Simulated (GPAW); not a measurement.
# Core-hole calculation of the Y L₃ edge in YIn (Pm-3m), part 3 of 3

What does one-electron theory with a core hole give for the Y L₃ edge of YIn (Pm-3m)?

GPAW 26.7.0; X-ray absorption from dipole matrix elements to empty bands, plane-wave PAW LDA.

So far. Step 5 (Spectrum with XCH, Y atom 2): Main maxima below 30 eV (height): 1.0 eV (3.20), 3.6 eV (2.12), 14.8 eV (0.80), 20.4 eV (0.61) and 27.6 eV (0.59).  Step 6 (Spectrum with FCH, Y atom 2): Against the first run the r.m.s. difference is 6 %. The highest intensity below 24 eV goes from 1.0 eV (3.20) to 1.0 eV (3.33).

### 8. Spectrum with XCH, Y atom 2

A test of how far the result depends on this setting.

Changed against the first core-hole run: cutoff (eV) to 300.

The input, xas.py:

```python
import numpy as np
from ase import Atoms
from ase.parallel import parprint, paropen
from gpaw import GPAW, PW, FermiDirac, Mixer, MixerDif, setup_paths
from gpaw.test import gen
setup_paths.insert(0, '.')
gen('Y', name='fch2p', xcname='LDA', corehole=(2, 1, 1), write_xml=True)
from gpaw.mpi import world
world.barrier()

atoms = Atoms('In4Y4',
    cell=[[3.81, 3.81, 3.81],
     [-3.81, 3.81, -3.81],
     [-3.81, 3.81, 3.81]],
    scaled_positions=[[0, 0, 0],
     [0.5, 0.5, 0],
     [0, 0.5, 0.5],
     [0.5, 0, 0.5],
     [0.5, 0, 0],
     [0, 0.5, 0],
     [0.5, 0.5, 0.5],
     [0, 0, 0.5]],
    pbc=True)
atoms.calc = calc = GPAW(legacy_gpaw=True, mode=PW(300), xc='LDA', setups={4: 'fch2p'},
    kpts={'size': (5, 5, 5), 'gamma': True}, occupations=FermiDirac(0.1),
    charge=-1, mixer=Mixer(0.1, 5, 50), maxiter=150,
    convergence={'density': 0.0001}, txt='scf.txt')
energy = atoms.get_potential_energy() + calc.get_reference_energy()
ef = calc.get_fermi_level()
out = dict(energy=energy, fermi=ef, forces=atoms.get_forces().tolist())
parprint(f'all-electron energy {energy:.4f} eV, Fermi level {ef:.4f} eV')
ev = np.array([[calc.get_eigenvalues(k, s) for k in range(len(calc.get_ibz_k_points()))] for s in range(calc.get_number_of_spins())])
out['homo'], out['lumo'], out['counts'] = ev[ev < ef].max(), ev[ev > ef].min(), sorted(set((ev < ef).sum((0, 2)).tolist()))
out['filled'] = (ev[:, 0] < ef).sum(1).tolist()

from ase.units import Ha
from gpaw.xas import dipole_matrix_elements
nb = int(calc.get_number_of_electrons() / 2) + 154
top, nb = nb, nb + 8 + nb // 12
nscf = calc.fixed_density(kpts={'size': (5, 5, 5), 'gamma': True}, nbands=nb,
    convergence={'bands': top, 'eigenstates': 1e-5}, maxiter=60, txt='nscf.txt')
cell = atoms.cell.array
ops = [cell.T @ U.T @ np.linalg.inv(cell.T) for U in nscf.wfs.kd.symmetry.op_scc]
E = np.arange(-6, 34, 0.1)
fwhm = np.interp(E, [4, 25], [1.5, 3.5])
Y, X, zero, highest = 0, 0, 1e9, 1e9
for spin in range(nscf.get_number_of_spins()):
    wfs = nscf.wfs
    A = dipole_matrix_elements(wfs.setups[4])
    eps = np.zeros((wfs.kd.nibzkpts, nb))
    d = np.zeros((3, A.shape[1], wfs.kd.nibzkpts, nb), complex)
    for kpt in wfs.kpt_u:
        if kpt.s == spin and 4 in kpt.P_ani:
            eps[kpt.k] = kpt.eps_n * Ha
            d[:, :, kpt.k] = (kpt.weight * wfs.nspins / 2) ** 0.5 * np.inner(A, kpt.P_ani[4])
    world.sum(eps)
    world.sum(d)
    T = np.einsum('amkn,bmkn->abkn', d, d.conj()).real
    T = sum(np.einsum('ai,ijkn,bj->abkn', R, T, R) for R in ops) / len(ops)
    empty = eps > ef
    zero, highest = min(zero, eps[empty].min()), min(highest, eps[:, top - 1].min())
    lines = [(eps, T, empty)] if spin == 0 else lines + [(eps, T, empty)]
for eps, T, empty in lines:
    f = np.einsum('aakn->akn', T).reshape(3, -1)
    x = eps.ravel() - zero
    w = np.interp(x, E, fwhm) / 2.35482
    g = np.exp(-0.5 * ((E[:, None] - x) / w) ** 2) / (w * (2 * np.pi) ** 0.5)
    Y = Y + (f * empty.ravel()) @ g.T
    X = X + (f * ~empty.ravel()) @ g.T
out.update(E=E.round(2).tolist(), xas=Y.tolist(), xes=X.tolist(), zero=zero, valid=highest - zero, nk=len(eps), nb=nb)
for i in range(0, len(E), 10):
    parprint(f'{E[i]:7.2f}', *(f'{v:10.3e}' for v in Y[:, i]))
import json
with paropen('out.json', 'w') as f:
    json.dump(out, f)
```

Run with:

```bash
OMP_NUM_THREADS=1 mpirun -n 4 gpaw python xas.py
```

Numbers of over 12 decimals in the logs are rounded to 6 here.

The log of the run:

```text
Input parameters:
  charge: -1
  convergence: {density: 0.0001}
  kpts: {gamma: True,
         size: (5, 5, 5)}
  maxiter: 150
  mixer: {backend: pulay,
          beta: 0.1,
          method: separate,
          nmaxold: 5,
          weight: 50}
  mode: {ecut: 300.0,
         name: pw}
  occupations: {fixmagmom: False,
                name: fermi-dirac,
                width: 0.1}
  setups: {4: fch2p}

Initialize ...

[...]
*d    :     0.534913
--------------------------------

Diagonalizing with gridspacing h=0.050

state   all-electron     PAW
-------------------------------
4s:      -2.317952    -2.318410
4p:      -1.537864    -1.538528
4d:      -0.465087    -0.465594
*f:                   -0.036509
-------------------------------
all-electron energy -1005229.9025 eV, Fermi level 7.0635 eV
[...]
32.00  9.016e-06  9.016e-06  9.016e-06
  33.00  9.528e-06  9.528e-06  9.528e-06
[key lines of the parts left out:]
Converged after 18 iterations.
Dipole moment: (0.000000, -0.000000, -0.000000) |e|*Ang
Free energy:    -46.599362
Fermi level: 7.06348
```

Wall time 1.8 min (4 MPI ranks of Arm Neoverse V2, shared host); peak memory 0.34 GiB.

```csv
E (eV),first run,this run
-2.0,0.00,0.00
-1.0,0.24,0.24
0.0,1.96,1.95
1.0,3.20,3.19
2.0,2.13,2.14
3.0,1.87,1.86
4.0,1.90,1.90
5.0,1.11,1.11
6.0,1.07,1.07
7.0,0.69,0.70
8.0,0.52,0.52
9.0,0.46,0.46
10.0,0.35,0.35
11.0,0.36,0.36
12.0,0.44,0.44
13.0,0.56,0.56
14.0,0.75,0.75
15.0,0.80,0.80
16.0,0.68,0.68
17.0,0.58,0.58
18.0,0.54,0.54
19.0,0.58,0.58
20.0,0.61,0.61
21.0,0.61,0.61
22.0,0.59,0.59
23.0,0.56,0.56
24.0,0.51,0.52
25.0,0.51,0.51
26.0,0.55,0.55
27.0,0.58,0.59
28.0,0.59,0.59
29.0,0.56,0.56
30.0,0.50,0.50
31.0,0.45,0.45
32.0,0.43,0.43
```

Against the first run the r.m.s. difference is 0 %. The highest intensity below 24 eV stays at 1.0 eV.

The photon energy of the zero moves by +0.03 eV.

### 9. With and without the hole

Both curves are counted from their own zero, so only the shift of weight within the empty states shows.

```
E (eV)  no hole   XCH
  -2.0     0.00  0.00
  -1.0     0.07  0.24
   0.0     0.73  1.96
   1.0     1.52  3.20
   2.0     1.73  2.13
   3.0     1.76  1.87
   4.0     2.24  1.90
   5.0     1.80  1.11
   6.0     1.29  1.07
   7.0     1.20  0.69
   8.0     0.86  0.52
   9.0     0.63  0.46
  10.0     0.47  0.35
  11.0     0.40  0.36
  12.0     0.43  0.44
  13.0     0.54  0.56
  14.0     0.75  0.75
  15.0     0.88  0.80
  16.0     0.80  0.68
  17.0     0.66  0.58
  18.0     0.59  0.54
  19.0     0.61  0.58
  20.0     0.67  0.61
  21.0     0.67  0.61
  22.0     0.65  0.59
  23.0     0.62  0.56
  24.0     0.58  0.51
  25.0     0.56  0.51
  26.0     0.58  0.55
  27.0     0.62  0.58
  28.0     0.64  0.59
  29.0     0.62  0.56
  30.0     0.56  0.50
  31.0     0.49  0.45
  32.0     0.47  0.43
```

With each curve scaled to its own mean, the area from −2 to 6 eV with the hole is 13.0 against 10.5, and the centre of weight from −1 to 20 eV moves by -1.2 eV: the hole pulls the absorber's empty states down.

### 10. Summary of results

| Quantity | Value |
| --- | --- |
| absorber and edge | Y L₃, atom 2 of the ground-state input (counted from 1) |
| surroundings | 8 In at 3.30 Å and 6 Y at 3.81 Å (cube and octahedron, as in bcc, site symmetry m-3m) |
| highest intensity below 24 eV | 1.0 eV above the zero, height 3.20 |

**Reading.** The Y L₃ edge of atom 2, with 8 In at 3.30 Å and 6 Y at 3.81 Å (cube and octahedron, as in bcc, site symmetry m-3m), has its highest intensity of the first 24 eV at 1.0 eV above the zero, 3.2 times the mean level of the first 20 eV (Gaussian full width 1.5 eV up to 4 eV, rising linearly to 3.5 eV at 25 eV). With each curve scaled to its own mean, the area from −2 to 6 eV with the hole is 13.0 against 10.5, and the centre of weight from −1 to 20 eV moves by -1.2 eV: the hole pulls the absorber's empty states down. Changing the core hole to FCH alters the shape by 6 % r.m.s., so the result is insensitive to this choice. Changing the cutoff (eV) to 300 alters the shape by 0 % r.m.s., so this setting is converged. Only the L₃ part is meant: spin–orbit coupling of the core level isn't computed and the L₂ copy isn't added. The structure is a published determination, not relaxed.

[Banner, clock and machine lines of the logs are left out without a mark of their own.]

[Logs are printed without paths, hosts, clocks, repeated set-up lines and the standing remarks that a program may print on its own settings, such as how far it seeks lower states.]

[Hosts, paths, dates, database ids (printed as entryN), source tags and the programs' standing remarks are cut or masked in the printed files.]

[Lists of maxima count a maximum above −3 eV only where it reaches 4 % of the highest in the window and stands out from its surroundings by 2 % of it (1.5 % where it reaches 55 %); shoulders and weaker maxima are passed over, and of the rest the first, up to two pre-edge ones and the few strongest are named.]
